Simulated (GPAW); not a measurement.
## STM contrast on 2H-CrSTe monolayer

What would a tunnelling microscope show on 2H-CrSTe monolayer?

Method: GPAW, PAW setups; layer in a repeated cell with vacuum, relaxation of atoms and in-plane cell, in the first sound run; inputs show where later runs differ, in GPAW 26.7.0.

### Step 1. The structure

The cell holds 3 atoms: 1 Te, 1 Cr and 1 S. Its edges and angles: a = 3.365 Å, b = 3.365 Å, c = 17.074 Å, α = 90.0°, β = 90.0°, γ = 120.0°. Vacuum lies along c.

Coordinates:

```cif
data_structure
_symmetry_space_group_name_H-M 'P 1'
_symmetry_Int_Tables_number 1
_cell_length_a 3.3650
_cell_length_b 3.3650
_cell_length_c 17.0736
_cell_angle_alpha 90.000
_cell_angle_beta 90.000
_cell_angle_gamma 120.000
_cell_volume 167.43
loop_
_atom_site_label
_atom_site_type_symbol
_atom_site_fract_x
_atom_site_fract_y
_atom_site_fract_z
_atom_site_occupancy
Te1 Te 0.33333 0.66667 0.40999 1
Cr2 Cr 0.00000 0.00000 0.51563 1
S3 S 0.33333 0.66667 0.59001 1
```

### Step 2. Relaxing the atoms

The atoms are relaxed first, since the surface dipole, and with it the work function, follows the positions of the outer layers.

run.py

```python
import json
import numpy as np
from ase import Atoms
from ase.filters import FrechetCellFilter
from ase.optimize import BFGS
from gpaw import GPAW, PW

slab = Atoms(
    ['Te', 'Cr', 'S'],
    positions=[
        [-0.00000, 1.94278, 7.00000],
        [0.00000, 0.00000, 8.80372],
        [-0.00000, 1.94278, 10.07361]],
    cell=[[3.365, 0.0, 0.0], [-1.6825, 2.91418, 0.0], [0.0, 0.0, 17.0736]],
    pbc=[True, True, True])

slab.calc = GPAW(mode=PW(600), xc='PBE', kpts={'size': (9, 9, 1), 'gamma': True},
                 occupations={'name': 'fermi-dirac', 'width': 0.05}, nbands='160%',
                 convergence={'density': 1e-05}, maxiter=200,
                 symmetry={'tolerance': 1e-3}, txt='slab.txt')
result = {}
# The in-plane cell is free; stress needs a cell that repeats along all three vectors
path = []
opt = BFGS(FrechetCellFilter(slab, mask=[1, 1, 0, 0, 0, 1]), maxstep=0.2)
opt.attach(lambda: path.append((slab.get_potential_energy(), slab.positions.tolist(), slab.get_forces().tolist())))
result['relaxed'] = bool(opt.run(fmax=0.02, steps=45))
result['path'] = path
result['cell'] = slab.cell.tolist()
print('in-plane lattice', slab.cell.cellpar().round(4)[[0, 1, 5]])
energy = slab.get_potential_energy()
fermi = slab.calc.get_fermi_level()
v = slab.calc.get_electrostatic_potential().mean((0, 1)) - fermi
n = slab.calc.get_pseudo_density().mean((0, 1))
L = slab.cell[2, 2]
z = np.arange(len(v)) * L / len(v)
low, high = slab.positions[:, 2].min(), slab.positions[:, 2].max()
below, above = np.interp([low - 4.8, high + 4.8], z, v)
slopes = [np.interp(x, z, np.gradient(v, z)) for x in (low - 4.8, high + 4.8)]
eps = np.array([[slab.calc.get_eigenvalues(k, s) for k in range(len(slab.calc.get_ibz_k_points()))]
                for s in range(slab.calc.get_number_of_spins())]) - fermi
top, bottom = eps[eps < 0].max(), eps[eps > 0].min()
dipole = slab.get_dipole_moment()[2]
print(f'energy {energy:.4f} eV, Fermi level {fermi:.4f} eV, dipole {dipole:.5f} e A')
print(f'potential 4.8 A off the faces, from the Fermi level: lower {below:.4f} eV, upper {above:.4f} eV')
print(f'slope of the potential there: lower {slopes[0]:.5f}, upper {slopes[1]:.5f} eV/A')
print(f'nearest levels on the mesh: {top:.4f} and {bottom:.4f} eV')
print('magnetic moment', round(slab.get_magnetic_moment(), 3))
result.update(energy=energy, fermi=fermi, dipole=dipole, below=below, above=above, slopes=slopes, edges=[top, bottom],
              z=z.tolist(), v=v.tolist(), n=n.tolist(), positions=slab.positions.tolist(),
              forces=slab.get_forces(apply_constraint=False).tolist(), moments=slab.get_magnetic_moments().tolist())
json.dump(result, open('result.json', 'w'))
```

Started as:

```bash
OMP_NUM_THREADS=1 OPENBLAS_NUM_THREADS=1 python run.py
```

What it wrote:

```text
Step          Energy          fmax
BFGS:    0      -17.573480        0.450857
BFGS:    1      -17.583105        0.400513
BFGS:    2      -17.592094        1.285683
BFGS:    3      -17.620820        0.268819
BFGS:    4      -17.625581        0.276850
BFGS:    5      -17.632880        0.247714
BFGS:    6      -17.634352        0.101404
BFGS:    7      -17.634710        0.023852
BFGS:    8      -17.634735        0.019922
in-plane lattice [  3.2696   3.2696 120.    ]
energy -17.6338 eV, Fermi level -0.0933 eV, dipole -0.12011 e A
potential 4.8 A off the faces, from the Fermi level: lower 4.5353 eV, upper 5.1255 eV
slope of the potential there: lower -0.13752, upper -0.13724 eV/A
nearest levels on the mesh: -0.1453 and 0.1398 eV
magnetic moment 0.0
```

Elapsed: 2.6 min, on 1 thread of Arm Neoverse V2, shared host; peak memory 0.3 GiB.

This run has no spin polarisation, although Cr can carry a moment.

Numbers from this step:

- dipole along the normal: -0.1201 e·Å
- levels nearest the Fermi level on the mesh: -0.1453, 0.1398 eV from the Fermi level

The electrostatic potential energy of an electron (without an applied field's), less the Fermi level, planar mean by z:

```csv
z (Å),"electrostatic potential energy of an electron (without an applied field's), less the Fermi level, planar mean (eV)"
0,4.83
1,4.70
2,4.56
3,4.42
4,4.27
5,3.84
6,-1.09
7,-25.5
8,-4.22
9,-11.6
10,-16.2
11,2.35
12,5.38
13,5.38
14,5.25
15,5.12
16,4.98
```

The pseudo valence density, planar mean oscillates, so the rows of the table below give means over windows of 1.05 Å about each position, cut where the curve ends. Its maxima inside the range that stand out by 2 % of the span (Å: e/Å³): 6.4: 0.348, 7.5: 0.405, 8.7: 0.524, 9.8: 0.491, 10.5: 0.395. Its minima: 7.0: 0.115, 8.0: 0.336, 9.2: 0.438, 10.3: 0.379.

Table of pseudo valence density, planar mean by z; means over each step:

z (Å), pseudo valence density, planar mean (e/Å³) and a bar:
```
     2.63      0.000 
     3.68      0.000 
     4.73      0.009 #
     5.78      0.137 #########
     6.83      0.245 ################
     7.88      0.366 #######################
     8.93      0.472 ##############################
     9.98      0.432 ###########################
    11.03      0.180 ###########
    12.08      0.010 #
    13.13      0.000 
    14.18      0.000
```

The relaxation lowered the energy of the cell by 0.0684 eV (energies extrapolated to zero smearing; the optimiser's log prints free energies). The largest force left on a free atom is 0.020 eV/Å.

### Step 3. The slab's potential

With the geometry fixed, the planar mean of the potential gives the vacuum level on each side.

This step: GPAW, PAW setups; slab in vacuum (GPAW 26.7.0).

The cell differs from the one that the last finished run ended in (c 17.074 → 17.176 Å).

run.py

```python
import json
import numpy as np
from ase import Atoms
from ase.dft.stm import STM
from gpaw import GPAW, PW

slab = Atoms(
    ['Te', 'Cr', 'S'],
    positions=[
        [-0.00000, 1.88768, 7.00000],
        [-0.00000, -0.00000, 8.81299],
        [-0.00000, 1.88768, 10.17627]],
    cell=[[3.26957, 0.0, 0.0], [-1.63478, 2.83153, 0.0], [0.0, 0.0, 17.1763]],
    pbc=[True, True, False])

slab.calc = GPAW(mode=PW(400), xc='PBE', kpts={'size': (9, 9, 1), 'gamma': True},
                 occupations={'name': 'fermi-dirac', 'width': 0.05}, nbands='160%',
                 convergence={'density': 1e-05}, maxiter=200,
                 poissonsolver={'dipolelayer': 'xy'},
                 symmetry={'tolerance': 1e-3}, txt='slab.txt')
result = {}
energy = slab.get_potential_energy()
fermi = slab.calc.get_fermi_level()
v = slab.calc.get_electrostatic_potential().mean((0, 1)) - fermi
n = slab.calc.get_pseudo_density().mean((0, 1))
L = slab.cell[2, 2]
z = np.arange(len(v)) * L / len(v)
low, high = slab.positions[:, 2].min(), slab.positions[:, 2].max()
below, above = np.interp([low - 4.8, high + 4.8], z, v)
slopes = [np.interp(x, z, np.gradient(v, z)) for x in (low - 4.8, high + 4.8)]
eps = np.array([[slab.calc.get_eigenvalues(k, s) for k in range(len(slab.calc.get_ibz_k_points()))]
                for s in range(slab.calc.get_number_of_spins())]) - fermi
top, bottom = eps[eps < 0].max(), eps[eps > 0].min()
dipole = slab.get_dipole_moment()[2]
print(f'energy {energy:.4f} eV, Fermi level {fermi:.4f} eV, dipole {dipole:.5f} e A')
print(f'potential 4.8 A off the faces, from the Fermi level: lower {below:.4f} eV, upper {above:.4f} eV')
print(f'slope of the potential there: lower {slopes[0]:.5f}, upper {slopes[1]:.5f} eV/A')
print(f'nearest levels on the mesh: {top:.4f} and {bottom:.4f} eV')
print('magnetic moment', round(slab.get_magnetic_moment(), 3))
result.update(energy=energy, fermi=fermi, dipole=dipole, below=below, above=above, slopes=slopes, edges=[top, bottom],
              z=z.tolist(), v=v.tolist(), n=n.tolist(), positions=slab.positions.tolist(),
              forces=slab.get_forces(apply_constraint=False).tolist(), moments=slab.get_magnetic_moments().tolist())

# Images need the states of the whole zone, up to time reversal
slab.calc = slab.calc.fixed_density(symmetry={'point_group': False}, txt='states.txt', nbands='250%',
                                    convergence={'bands': 'CBM+1.8'})
stm = STM(slab)
result['stm'] = []
for bias in [-2.0, -1.0, 1.5]:
    height = high + 3.5
    current = stm.get_averaged_current(bias, height)
    x, y, h = stm.scan(bias, current)
    i, f = divmod(height / L * stm.ldos.shape[2], 1)
    I = abs((1 - f) * stm.ldos[:, :, int(i)] + f * stm.ldos[:, :, int(i) + 1])
    print(f'bias {bias} V: mean current at 3.5 A {current:.4e}, corrugation {np.ptp(h):.4f} A')
    result['stm'].append(dict(bias=bias, current=current, h=(h - high).tolist(), I=I.tolist()))
json.dump(result, open('result.json', 'w'))
```

What it wrote:

```text
energy -17.5717 eV, Fermi level -0.1329 eV, dipole -0.08080 e A
potential 4.8 A off the faces, from the Fermi level: lower 4.0629 eV, upper 5.6399 eV
slope of the potential there: lower -0.00031, upper 0.00007 eV/A
nearest levels on the mesh: -0.1376 and 0.1332 eV
magnetic moment 0.0
bias -2.0 V: mean current at 3.5 A 1.7974e-05, corrugation 0.2886 A
bias -1.0 V: mean current at 3.5 A 1.4141e-05, corrugation 0.2053 A
bias 1.5 V: mean current at 3.5 A 2.3424e-05, corrugation 0.0907 A
```

Elapsed: 52 s, on 1 thread; peak memory 0.26 GiB.

This step gave:

| Property | Result |
| --- | --- |
| dipole along the normal | -0.08080 e·Å |
| levels nearest the Fermi level on the mesh | -0.1376, 0.1332 eV from the Fermi level |
| upper work function | 5.640 eV |
| lower work function | 4.063 eV |
| corrugation -2 | 0.2886 Å |
| corrugation -1 | 0.2053 Å |
| corrugation 1.5 | 0.09074 Å |

Electrostatic potential energy of an electron (without an applied field's), less the Fermi level, planar mean against z:

```
z (Å)  electrostatic potential energy of an electron (without an applied field's), less the Fermi level, planar mean (eV)
  0.0                                                                                                                4.85
  0.5                                                                                                                4.06
  1.0                                                                                                                4.06
  1.5                                                                                                                4.06
  2.0                                                                                                                4.06
  2.5                                                                                                                4.06
  3.0                                                                                                                4.06
  3.5                                                                                                                4.06
  4.0                                                                                                                4.05
  4.5                                                                                                                3.99
  5.0                                                                                                                3.77
  5.5                                                                                                                2.88
  6.0                                                                                                              -0.632
  6.5                                                                                                               -12.3
  7.0                                                                                                               -25.6
  7.5                                                                                                               -12.7
  8.0                                                                                                               -4.29
  8.5                                                                                                               -10.0
  9.0                                                                                                               -12.2
  9.5                                                                                                               -6.07
 10.0                                                                                                               -15.3
 10.5                                                                                                               -9.35
 11.0                                                                                                                1.95
 11.5                                                                                                                4.87
 12.0                                                                                                                5.48
 12.5                                                                                                                5.60
 13.0                                                                                                                5.63
 13.5                                                                                                                5.64
 14.0                                                                                                                5.64
 14.5                                                                                                                5.64
 15.0                                                                                                                5.64
 15.5                                                                                                                5.64
 16.0                                                                                                                5.64
 16.5                                                                                                                5.64
 17.0                                                                                                                5.25
```

The pseudo valence density, planar mean oscillates, so the rows of the table below give means over windows of 1.07 Å about each position, cut where the curve ends. Its maxima inside the range that stand out by 2 % of the span (Å: e/Å³): 6.4: 0.345, 7.5: 0.403, 8.8: 0.533, 9.9: 0.483, 10.5: 0.392. Its minima: 7.1: 0.139, 8.2: 0.335, 9.2: 0.441, 10.3: 0.377.

Table of pseudo valence density, planar mean by z; means over each step:

z (Å), pseudo valence density, planar mean (e/Å³) and a bar:
```
     2.67      0.000 
     3.74      0.001 
     4.81      0.011 #
     5.88      0.159 ##########
     6.95      0.251 ################
     8.02      0.372 #######################
     9.09      0.477 ##############################
    10.16      0.415 ##########################
    11.23      0.127 ########
    12.30      0.005 
    13.37      0.000 
    14.44      0.000
```

Tip height over the top atom over a1 and a2. Sample bias -2 V, constant current at the mean current 3.5 Å over the top atom.

Ten even steps from '0' (3.33 Å) to '9' (3.62 Å):
```
0124567777654210
1245778887754210
3457789987754311
4577899987754323
5678999987654334
6789999987643334
6789999876543345
6788888765433345
6777777654333345
6677766543333345
5555554433333344
4444443333333334
3223333333333333
1111233444443321
0001344555544310
0013456666654310
```
Columns: a1 from 0 to 0.938; rows upwards: a2 from 0 to 0.938.

Local density of states summed over the bias window over a1 and a2. Sample bias -2 V, constant height 3.5 Å over the top atom.

Ten even steps from '_' (1.24 × 1e-5 arbitrary) to '@' (2.66 × 1e-5 arbitrary):
```
____..::==++++****++++==::..____
__..::==++**######**++==::..____
..::==++##%%%%%%%%##++==::......
::==++##%%@@@@@@%%##++==::......
--++**%%@@@@@@@@%%**++--::::::::
==++##%%@@@@@@%%##++==--::::::--
==**##%%@@@@%%##**==--::::::::--
++**##%%%%%%##**++--::::::::::--
==++**####**++==--::::....::::--
==++++++++++==--::::......::::--
--========----::::........::::--
::::::::::::::::::......::::::::
..........::::::::::::::::::::..
______....::::::::::::::::::....
______....::------------::....__
______..::--====++====--::..____
```
Columns: a1 from 0 to 0.938; rows upwards: a2 from 0 to 0.938.

Tip height over the top atom over a1 and a2. Sample bias -1 V, constant current at the mean current 3.5 Å over the top atom.

Values in Å, 16 rows by 16 columns:
```
3.39 3.41 3.44 3.47 3.50 3.52 3.53 3.54 3.54 3.53 3.52 3.50 3.47 3.44 3.41 3.39
3.41 3.44 3.48 3.51 3.53 3.54 3.55 3.56 3.55 3.54 3.53 3.51 3.48 3.44 3.41 3.40
3.44 3.47 3.51 3.53 3.55 3.56 3.56 3.56 3.56 3.55 3.53 3.51 3.47 3.44 3.42 3.42
3.47 3.50 3.53 3.55 3.56 3.57 3.58 3.57 3.56 3.55 3.53 3.50 3.47 3.45 3.44 3.45
3.49 3.52 3.54 3.56 3.57 3.58 3.58 3.57 3.56 3.54 3.52 3.49 3.47 3.46 3.46 3.47
3.51 3.53 3.55 3.56 3.58 3.58 3.58 3.56 3.55 3.53 3.51 3.48 3.47 3.46 3.47 3.48
3.52 3.54 3.56 3.56 3.57 3.57 3.56 3.56 3.54 3.52 3.49 3.47 3.46 3.46 3.47 3.49
3.52 3.54 3.55 3.56 3.56 3.56 3.55 3.54 3.52 3.50 3.48 3.46 3.46 3.46 3.48 3.50
3.52 3.53 3.54 3.55 3.55 3.54 3.53 3.52 3.50 3.48 3.46 3.46 3.46 3.46 3.48 3.50
3.51 3.52 3.53 3.53 3.53 3.52 3.51 3.49 3.48 3.46 3.46 3.46 3.46 3.46 3.48 3.49
3.49 3.50 3.51 3.51 3.50 3.49 3.48 3.47 3.46 3.46 3.46 3.46 3.46 3.46 3.47 3.48
3.47 3.47 3.48 3.47 3.47 3.47 3.47 3.46 3.46 3.46 3.46 3.46 3.46 3.46 3.47 3.47
3.44 3.44 3.44 3.44 3.45 3.46 3.46 3.46 3.46 3.46 3.46 3.46 3.46 3.46 3.46 3.45
3.41 3.41 3.41 3.42 3.44 3.46 3.47 3.47 3.48 3.48 3.48 3.47 3.47 3.46 3.44 3.42
3.39 3.39 3.40 3.42 3.45 3.47 3.48 3.49 3.50 3.50 3.49 3.48 3.47 3.45 3.42 3.40
3.37 3.39 3.41 3.44 3.47 3.49 3.51 3.52 3.52 3.52 3.51 3.49 3.47 3.44 3.41 3.39
```
Columns: a1 from 0 to 0.938; rows upwards: a2 from 0 to 0.938.

Local density of states summed over the bias window over a1 and a2. Sample bias -1 V, constant height 3.5 Å over the top atom.

Ten even steps from '_' (1.08 × 1e-5 arbitrary) to '@' (1.86 × 1e-5 arbitrary):
```
____..--==++********++==--..____
....--==++####%%####++==--....__
::--==++##%%%%%%%%##++==--::....
--==++##%%@@@@@@%%##++==--::..::
==++##%%@@@@@@@@%%##++==::::::::
==**##%%@@@@@@%%##**==--::::::--
++**%%%%@@@@%%%%**++----::::----
++**##%%%%%%##**++==--::::::--==
++**########**++==--::::::::--==
==++++++++++==----::::::::::----
============----::::::::::::----
----------::::::::::::::::::::::
::....::::::::::::::::::::::::::
..__......::::----------::::....
______..::::----====----::::..__
____..::--====++++++====--::..__
```
Columns: a1 from 0 to 0.938; rows upwards: a2 from 0 to 0.938.

Tip height over the top atom over a1 and a2. Sample bias 1.5 V, constant current at the mean current 3.5 Å over the top atom.

Ten even steps from '_' (3.437 Å) to '@' (3.528 Å):
```
____::==**##%%%%%%%%##**==::____
..::==**##%%%%%%%%%%##**==::....
--==**##%%@@@@@@@@%%##**==------
++**##%%@@@@@@@@@@%%##**++======
**##%%@@@@@@@@@@@@%%##**++++++++
##%%%%@@@@@@@@@@%%%%##**********
%%%%%%@@@@@@@@%%%%%%############
%%%%%%@@@@@@%%%%%%%%%%######%%%%
%%%%%%%%%%%%%%%%%%%%########%%%%
################%%##########%%##
**************################**
++======++++**##############**++
--::::--==++**############**++==
..__..--==++**##%%%%%%##**++==--
____..--==++**##%%%%##**++==--..
____..--++**##%%%%%%##**++--..__
```
Columns: a1 from 0 to 0.938; rows upwards: a2 from 0 to 0.938.

Local density of states summed over the bias window over a1 and a2. Sample bias 1.5 V, constant height 3.5 Å over the top atom.

Ten even steps from '_' (2.04 × 1e-5 arbitrary) to '@' (2.53 × 1e-5 arbitrary):
```
____..--++**##%%%%##**++--..____
....--++##%%%%%%%%%%##++--......
::--++##%%@@@@@@@@%%##++--::::::
==++##%%@@@@@@@@@@%%##++==------
++**%%@@@@@@@@@@@@%%**++++++++++
**##%%@@@@@@@@@@%%##************
##%%%%@@@@@@@@%%%%####********##
%%%%%%@@@@@@%%%%%%%%##########%%
####%%%%%%%%####%%####****####%%
****######****######******######
++++++++++++****##********##****
==------==++****##******##****++
::....::--++****########****++--
..__..::--++****######****++--::
____..::--++**##%%%%##**++--::..
____..::==++**##%%##**++==::..__
```
Columns: a1 from 0 to 0.938; rows upwards: a2 from 0 to 0.938.

The potential is flat to 3.1e-4 eV/Å where it is read, so the vacuum is wide enough.

### Step 4. Summary of results

* work function, upper and lower face: 5.640 and 4.063 eV
* dipole along the normal: -0.0808 e Å
* corrugation at -2 V: 0.289 Å
* corrugation at -1 V: 0.205 Å
* corrugation at 1.5 V: 0.0907 Å

What this shows: The corrugation at constant current is largest at -2 V, where the tip height varies by 0.29 Å over the cell. Negative sample bias images filled states, positive bias empty ones. The two faces differ by 1.6 eV, the step that the slab's dipole makes (e p/(ε0 A) gives 1.6 eV), so the dipole layer is needed. The images are of Tersoff-Hamann type: an s-wave tip, no tip-sample forces, heights closer than in a microscope. The relaxation of atoms and cell ran in a fully periodic cell without the dipole layer, so the atoms of this polar layer felt a small spurious field. The runs had no spin polarisation, so a magnetic state, which thin layers of d-metal atoms can have, wasn't tested. The layer's cell and atoms come from the relaxation; spin-orbit coupling and temperature are left out.

[Logs are printed without paths, hosts, clocks, repeated set-up lines and the standing remarks that a program may print on its own settings, such as how far it seeks lower states.]

[Hosts, paths, dates, database ids (printed as entryN), source tags and the programs' standing remarks are cut or masked in the printed files.]
